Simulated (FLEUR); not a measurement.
# Magnetic state of MnS (Alabandite) from several starts

Wanted: the moments of MnS (Alabandite) and the energy of each order that was tried.

Main program and level: FLEUR MaX-R8.1; PBEsol with U = 4 eV on Mn d; all-electron FLAPW, Dirac cores, scalar-relativistic bands.

### 1. The starting structure

Symmetry: Fm-3m, No. 225, cubic system. Conventional cell: a = 5.224 Å, b = 5.224 Å, c = 5.224 Å, α = 90.00°, β = 90.00°, γ = 90.00°. Nearest to Mn lie 6 S at 2.61 Å. S has 6 Mn at 2.61 Å nearest. Farther neighbours and most contacts between anions are not listed.

### 2. Order 1, typed as ferro +

The parallel start is the test of whether parallel moments hold. The U counters the self-interaction that shrinks the moments of a localised shell.

inpgen writes inp.xml from crystal.txt; cutoffs, mixing, functional, smearing and local orbitals are then set in the file. The k list default-1 (kpts.xml, not shown) is a Γ-centred 8×8×8 mesh; where the ranks do not divide the number of points, some are split in two of half the weight.

inp.xml reads:

```
<?xml version="1.0" encoding="UTF-8" standalone="no"?>
<fleurInput fleurInputVersion="0.39">
   <comment>
      MnS
   </comment>
   <calculationSetup>
      <cutoffs Kmax="3.95" Gmax="11.9" GmaxXC="11.9" numbands="0"/>
      <scfLoop itmax="130" minDistance="0.0001" maxIterBroyd="15" imix="Anderson" alpha="0.05" precondParam="0.0" spinf="2.0" sdNocoIR="T"/>
      <coreElectrons ctail="T" frcor="F" kcrel="1" coretail_lmax="0"/>
      <xcFunctional name="PBEs" relativisticCorrections="F"/>
      <magnetism jspins="2"/>
      <soc l_soc="F" theta="0.0" phi="0.0" spav="F"/>
      <expertModes spex="0" secvar="F"/>
      <geometryOptimization l_f="F" forcealpha="1.0" forcemix="BFGS" epsdisp="0.00001" epsforce="0.00001"/>
      <ldaU l_linMix="F" mixParam="0.05" spinf="1.0"/>
   </calculationSetup>
   <cell>
      <bzIntegration valenceElectrons="21.0" mode="hist" fermiSmearingEnergy="0.00183747">
         <kPointListSelection listName="default-1"/>
         <xi:include xmlns:xi="http://www.w3.org/2001/XInclude" href="kpts.xml"> </xi:include>
      </bzIntegration>
      <xi:include xmlns:xi="http://www.w3.org/2001/XInclude" href="sym.xml"> </xi:include>
      <bulkLattice scale="1.0">
         <bravaisMatrix>
            <row-1>    0.0000000000000000     4.9355866922302800     4.9355866922302800</row-1>
            <row-2>    4.9355866922302800     0.0000000000000000     4.9355866922302800</row-2>
            <row-3>    4.9355866922302800     4.9355866922302800     0.0000000000000000</row-3>
         </bravaisMatrix>
      </bulkLattice>
   </cell>
   <atomSpecies>
      <species name="Manganese 4.500" element="Mn" atomicNumber="25">
         <mtSphere radius="2.8" gridPoints="925" logIncrement="0.013"/>
         <atomicCutoffs lmax="10" lnonsphr="8"/>
         <electronConfig flipSpins="F">
            <coreConfig>(1s1/2) (2s1/2) (2p1/2) (2p3/2)</coreConfig>
            <valenceConfig>(3s1/2) (3p1/2) (3p3/2) (4s1/2) (3d3/2) (3d5/2)</valenceConfig>
            <stateOccupation state="(3d3/2)" spinUp="1.75" spinDown="0.25"/>
            <stateOccupation state="(3d5/2)" spinUp="3.0" spinDown="0.0"/>
         </electronConfig>
         <energyParameters s="4" p="4" d="3" f="4"/>
         <ldaU l="2" U="4.0" J="0.0" l_amf="F"/>
         <lo type="SCLO" l="0" n="3" eDeriv="0"/>
         <lo type="SCLO" l="1" n="3" eDeriv="0"/>
      </species>
      <species name="Sulfur (S)" element="S" atomicNumber="16">
         <mtSphere radius="1.9" gridPoints="629" logIncrement="0.018"/>
         <atomicCutoffs lmax="8" lnonsphr="6"/>
         <electronConfig flipSpins="F">
            <coreConfig>(1s1/2) (2s1/2) (2p1/2) (2p3/2)</coreConfig>
            <valenceConfig>(3s1/2) (3p1/2) (3p3/2)</valenceConfig>
            <stateOccupation state="(3p1/2)" spinUp="0.666667" spinDown="0.666667"/>
            <stateOccupation state="(3p3/2)" spinUp="1.333333" spinDown="1.333333"/>
         </electronConfig>
         <energyParameters s="3" p="3" d="3" f="4"/>
      </species>
   </atomSpecies>
   <atomGroups>
      <atomGroup species="Manganese 4.500">
         <relPos label="                   1">.0000000000 .0000000000 .0000000000</relPos>
         <force calculate="T" relaxXYZ="TTT"/>
      </atomGroup>
      <atomGroup species="Sulfur (S)">
         <relPos label="                   2">1.000/2.000 1.000/2.000 1.000/2.000</relPos>
         <force calculate="T" relaxXYZ="TTT"/>
      </atomGroup>
   </atomGroups>
   <output dos="F" band="F" slice="F">
      <bandDOS minEnergy="-.5*Htr" maxEnergy="0.5*Htr" sigma="0.015" storeEVData="T"/>
      <plotting iplot="0" polar="F">
         <plot TwoD="T" vec1="  1.0  0.0  0.0" vec2="  0.0  1.0  0.0" vec3="  0.0  0.0  1.0" zero="  0.0  0.0  0.0" file="plot"/>
      </plotting>
      <moessbauerParams electricFieldGradient="F" isomerShift="T" coreHyperfine="T" valenceHyperfine="T"/>
   </output>
</fleurInput>
```

crystal.txt reads:

```
MnS
&input film=F cartesian=F /
0.00000000000  2.61180000000  2.61180000000
2.61180000000  0.00000000000  2.61180000000
2.61180000000  2.61180000000  0.00000000000
1.8897261246
1.0 1.0 1.0

2
25 0.00000000000  0.00000000000  0.00000000000 : 4.500
16 0.50000000000  0.50000000000  0.50000000000

&kpt div1=8 div2=8 div3=8 gamma=T /
```

Launch:

```
$ OMP_NUM_THREADS=1 inpgen -f crystal.txt > inpgen.log  # inp.xml is then edited as shown
$ OMP_NUM_THREADS=1 mpirun -n 4 fleur_MPI > fleur.log
```

The program printed:

```text
Welcome to FLEUR        (www.flapw.de)
      MaX-Release 8.1          (www.max-centre.eu)

 ========== k-point set info ==========
 Selected k-point list: default-1
 k-point list type: mesh
 0 x 0 x 0
 Number of k points: 32

 ------------Calculation Setup---------------------------
 Number of MPI-tasks      :            4
 Number of PE/node        :            4
 Number of OMP-threads    :            1
 k-points in parallel     :            4
 pe's per k-point         :            1
 No of k-point loops      :            8
 Eigenvalue solver        :       lapack
 Number of basis functions:          274
 Approximate size of matrices (H+S) per k-point:         0.001 GB
 --------------------------------------------------------
 no density matrix found ... skipping LDA+U
 [... lines of the core solver left out ...]
 Reset of history
 Iteration:     1   Distance:       6.41585403 me/bohr^3
 [... lines of the core solver left out ...]
 Iteration:     2   Distance:       6.87320575 me/bohr^3
 [... lines of the core solver left out ...]
 Iteration:     3   Distance:       6.58526704 me/bohr^3
 [... lines of the core solver left out ...]
 Iteration:     4   Distance:       3.85265879 me/bohr^3
 [... lines of the core solver left out ...]
 Iteration:     5   Distance:       1.80659821 me/bohr^3
 [... lines of the core solver left out ...]
 Iteration:     6   Distance:       1.34152627 me/bohr^3
 [... lines of the core solver left out ...]
 Iteration:     7   Distance:       0.33819705 me/bohr^3
 [... lines of the core solver left out ...]
[... rest left out ...]

--- out.xml (last complete iteration) ---
<iteration numberForCurrentRun="   16" overallNumber="   16">
         <energyParameters units="Htr">
            <atomicEP atomType="1" spin="1" branch="4s" branchLowest="-2.75" branchHighest="0.95" value="0.1441480254"/>
            <atomicEP atomType="1" spin="1" branch="4p" branchLowest="-1.60" branchHighest="1.39" value="0.2852795008"/>
            <atomicEP atomType="1" spin="1" branch="3d" branchLowest="-9.99" branchHighest="0.20" value="0.1382856390"/>
            <atomicEP atomType="1" spin="1" branch="4f" branchLowest="-9.99" branchHighest="2.41" value="0.6038509433"/>
            <loAtomicEP atomType="1" spin="1" branch="3s" branchLowest="-26.84" branchHighest="-2.75" value="-2.7491147002"/>
            <loAtomicEP atomType="1" spin="1" branch="3p" branchLowest="-22.67" branchHighest="-1.60" value="-1.6055092168"/>
            <atomicEP atomType="2" spin="1" branch="3s" branchLowest="-7.27" branchHighest="0.90" value="-0.2938898638"/>
            <atomicEP atomType="2" spin="1" branch="3p" branchLowest="-5.25" branchHighest="1.49" value="-0.0237559169"/>
            <atomicEP atomType="2" spin="1" branch="3d" branchLowest="-9.99" branchHighest="2.10" value="0.2067127049"/>
            <atomicEP atomType="2" spin="1" branch="4f" branchLowest="-9.99" branchHighest="4.99" value="0.3742098397"/>
            <atomicEP atomType="1" spin="2" branch="4s" branchLowest="-2.57" branchHighest="1.08" value="0.1809554141"/>
            <atomicEP atomType="1" spin="2" branch="4p" branchLowest="-1.42" branchHighest="1.52" value="0.3071941837"/>
            <atomicEP atomType="1" spin="2" branch="3d" branchLowest="-9.99" branchHighest="0.37" value="0.2851549550"/>
            <atomicEP atomType="1" spin="2" branch="4f" branchLowest="-9.99" branchHighest="2.53" value="0.6130539104"/>
            <loAtomicEP atomType="1" spin="2" branch="3s" branchLowest="-26.76" branchHighest="-2.57" value="-2.5684863794"/>
            <loAtomicEP atomType="1" spin="2" branch="3p" branchLowest="-22.61" branchHighest="-1.42" value="-1.4278544768"/>
            <atomicEP atomType="2" spin="2" branch="3s" branchLowest="-7.27" branchHighest="0.91" value="-0.2891534857"/>
            <atomicEP atomType="2" spin="2" branch="3p" branchLowest="-5.25" branchHighest="1.50" value="-0.0195865185"/>
            <atomicEP atomType="2" spin="2" branch="3d" branchLowest="-9.99" branchHighest="2.11" value="0.2105157938"/>
            <atomicEP atomType="2" spin="2" branch="4f" branchLowest="-9.99" branchHighest="4.99" value="0.3779722252"/>
         </energyParameters>
         <bandgap value="0.7733411262" units="eV"/>
         <sumValenceSingleParticleEnergies value="-13.7107119166" units="Htr"/>
         <FermiEnergy value="0.2654115032" units="Htr"/>
         <valenceDensity>
            <mtCharges spin="1">
               <mtCharge atomType="1" total="9.5245022" s="1.2480794" p="3.2870482" d="4.9353789" f="0.0414369"/>
               <mtCharge atomType="2" total="1.8355820" s="0.6381704" p="1.1786797" d="0.0171183" f="0.0013550"/>
            </mtCharges>
            <mtCharges spin="2">
               <mtCharge atomType="1" total="4.7650099" s="1.1760038" p="3.2281901" d="0.3137940" f="0.0352914"/>
               <mtCharge atomType="2" total="1.7490715" s="0.6216466" p="1.1229399" d="0.0041715" f="0.0002828"/>
            </mtCharges>
            <spinDependentCharge spin="1" total="12.9999958" interstitial="1.6399117" mtSpheres="11.3600842"/>
            <spinDependentCharge spin="2" total="8.0000042" interstitial="1.4859228" mtSpheres="6.5140814"/>
            <totalCharge value="21.0000000000"/>
         </valenceDensity>
         <allElectronCharges>
            <spinDependentCharge spin="1" total="23.0000042" interstitial="1.6401744" mtSpheres="21.3598298"/>
            <spinDependentCharge spin="2" total="17.9999958" interstitial="1.4861846" mtSpheres="16.5138113"/>
            <totalCharge value="40.9999999925"/>
         </allElectronCharges>
         <magneticMomentsInMTSpheres units="muBohr">
            <globalMagMoment atomType="1" vec="0.00000   0.00000   4.75951"/>
            <localMagMoment atomType="1" vec="0.00000   0.00000   4.75951"/>
            <globalMagMoment atomType="2" vec="0.00000   0.00000   0.08651"/>
            <localMagMoment atomType="2" vec="0.00000   0.00000   0.08651"/>
         </magneticMomentsInMTSpheres>
         <moessbauerParams unitsHFF="kG" unitsIS="e/bohr^3" unitsEFG="Htr/bohr^2">
            <coreHyperfineField atomType="1" hffTotal="-972.70063" isTotal="13019.06001">
               <shell n="1" l="0" hff="-14.06298" isomerShift="11911.71990"/>
               <shell n="2" l="0" hff="-961.03397" isomerShift="1101.82922"/>
               <shell n="2" l="1" hff="2.39632" isomerShift="5.51089"/>
            </coreHyperfineField>
            <coreHyperfineField atomType="2" hffTotal="-2.72871" isTotal="2922.37279">
               <shell n="1" l="0" hff="-3.47808" isomerShift="2715.09248"/>
               <shell n="2" l="0" hff="0.76379" isomerShift="206.92084"/>
               <shell n="2" l="1" hff="-0.01442" isomerShift="0.35948"/>
            </coreHyperfineField>
            <isomerShift atomType="1" nucleusRadius="0.0000898" averageDensity="13180.25231"/>
            <isomerShift atomType="2" nucleusRadius="0.0000750" averageDensity="2940.85340"/>
         </moessbauerParams>
         <totalEnergy value="    -1556.1129903298" units="Htr">
            <sumOfEigenvalues value="     -895.7435225241">
               <coreElectrons value="-882.0328106074"/>
               <valenceElectrons value="-13.7107119166"/>
            </sumOfEigenvalues>
            <densityCoulombPotentialIntegral value="-2367.9071189574"/>
            <densityEffectivePotentialIntegral value="-2467.6940671493"/>
            <chargeDenXCDenIntegral value="-76.2798687120"/>
            <FockExchangeEnergyValence value="0.0000000000"/>
            <FockExchangeEnergyCore value="0.0000000000"/>
            <atomTypeDependentContributions atomType="1">
               <electronNucleiInteractionDifferentMTs value="1382.1007561378"/>
               <MadelungTerm value="-6.7511544332"/>
            </atomTypeDependentContributions>
            <atomTypeDependentContributions atomType="2">
               <electronNucleiInteractionDifferentMTs value="468.3995368178"/>
               <MadelungTerm value="-10.9391224209"/>
            </atomTypeDependentContributions>
            <dftUCorrection value="-0.3604630453"/>
            <tkbTimesEntropy value="0.0000001344"/>
            <freeEnergy value="-1556.1129904643"/>
            <extrapolationTo0K value="-1556.1129903971"/>
         </totalEnergy>
         <ldaUDensityMatrix>
            <densityMatrixFor spin="1" atomType="1" uIndex="1" l="2" U="4.00000000" J="0.00000000">
               (+0.99084,+0.00000) (+0.00000,+0.00000) (+0.00000,+0.00000) (+0.00000,+0.00000) (+0.01884,+0.00000)
               (+0.00000,+0.00000) (+0.97201,+0.00000) (+0.00000,+0.00000) (+0.00000,+0.00000) (+0.00000,+0.00000)
               (+0.00000,+0.00000) (+0.00000,+0.00000) (+1.00968,+0.00000) (+0.00000,+0.00000) (+0.00000,+0.00000)
               (+0.00000,+0.00000) (+0.00000,+0.00000) (+0.00000,+0.00000) (+0.97201,+0.00000) (+0.00000,+0.00000)
               (+0.01884,+0.00000) (+0.00000,+0.00000) (+0.00000,+0.00000) (+0.00000,+0.00000) (+0.99084,+0.00000)
            </densityMatrixFor>
            <densityMatrixFor spin="2" atomType="1" uIndex="1" l="2" U="4.00000000" J="0.00000000">
               (+0.07249,+0.00000) (+0.00000,+0.00000) (+0.00000,+0.00000) (+0.00000,+0.00000) (+0.04865,+0.00000)
               (+0.00000,+0.00000) (+0.02384,+0.00000) (+0.00000,+0.00000) (+0.00000,+0.00000) (+0.00000,+0.00000)
               (+0.00000,+0.00000) (+0.00000,+0.00000) (+0.12114,+0.00000) (+0.00000,+0.00000) (+0.00000,+0.00000)
               (+0.00000,+0.00000) (+0.00000,+0.00000) (+0.00000,+0.00000) (+0.02384,+0.00000) (+0.00000,+0.00000)
               (+0.04865,+0.00000) (+0.00000,+0.00000) (+0.00000,+0.00000) (+0.00000,+0.00000) (+0.07249,+0.00000)
            </densityMatrixFor>
         </ldaUDensityMatrix>
         <ldaUDensityMatrixConvergence>
            <distance spin="1" distance="0.000000"/>
            <distance spin="2" distance="0.000000"/>
         </ldaUDensityMatrixConvergence>
         <densityConvergence units="me/bohr^3">
            <chargeDensity spin="1" distance="0.0000041882"/>
            <chargeDensity spin="2" distance="0.0000091081"/>
            <overallChargeDensity distance="0.0000114262"/>
            <spinDensity distance="0.0000083927"/>
         </densityConvergence>
      </iteration>
```

Elapsed: 11 s, on 4 MPI ranks of Arm Neoverse V2, shared host; peak memory 0.25 GiB.

Read from the output:

| Property | Result |
| --- | --- |
| free energy | -42343.9916 eV |
| program's band gap on this mesh (in a metal only a level spacing) | 0.7733 eV |
| magnetization | 5 μB |
| final state | ferromagnetic |
| largest moment | 4.760 μB |

After 16 cycles the largest moment stands at 4.76 μB.

(Continued in part 2 of 3.)

[Logs and program files are shortened in this print: banners, set-up blocks, solver, clock and traceback lines can be left out without a mark of their own.]

[Logs are printed without paths, hosts, clocks, repeated set-up lines and the standing remarks that a program may print on its own settings, such as how far it seeks lower states.]

[Hosts, paths, dates, database ids (printed as entryN), source tags and the programs' standing remarks are cut or masked in the printed files.]

[Where a cell is said to come from a database of computed structures, the database is the Materials Project.]
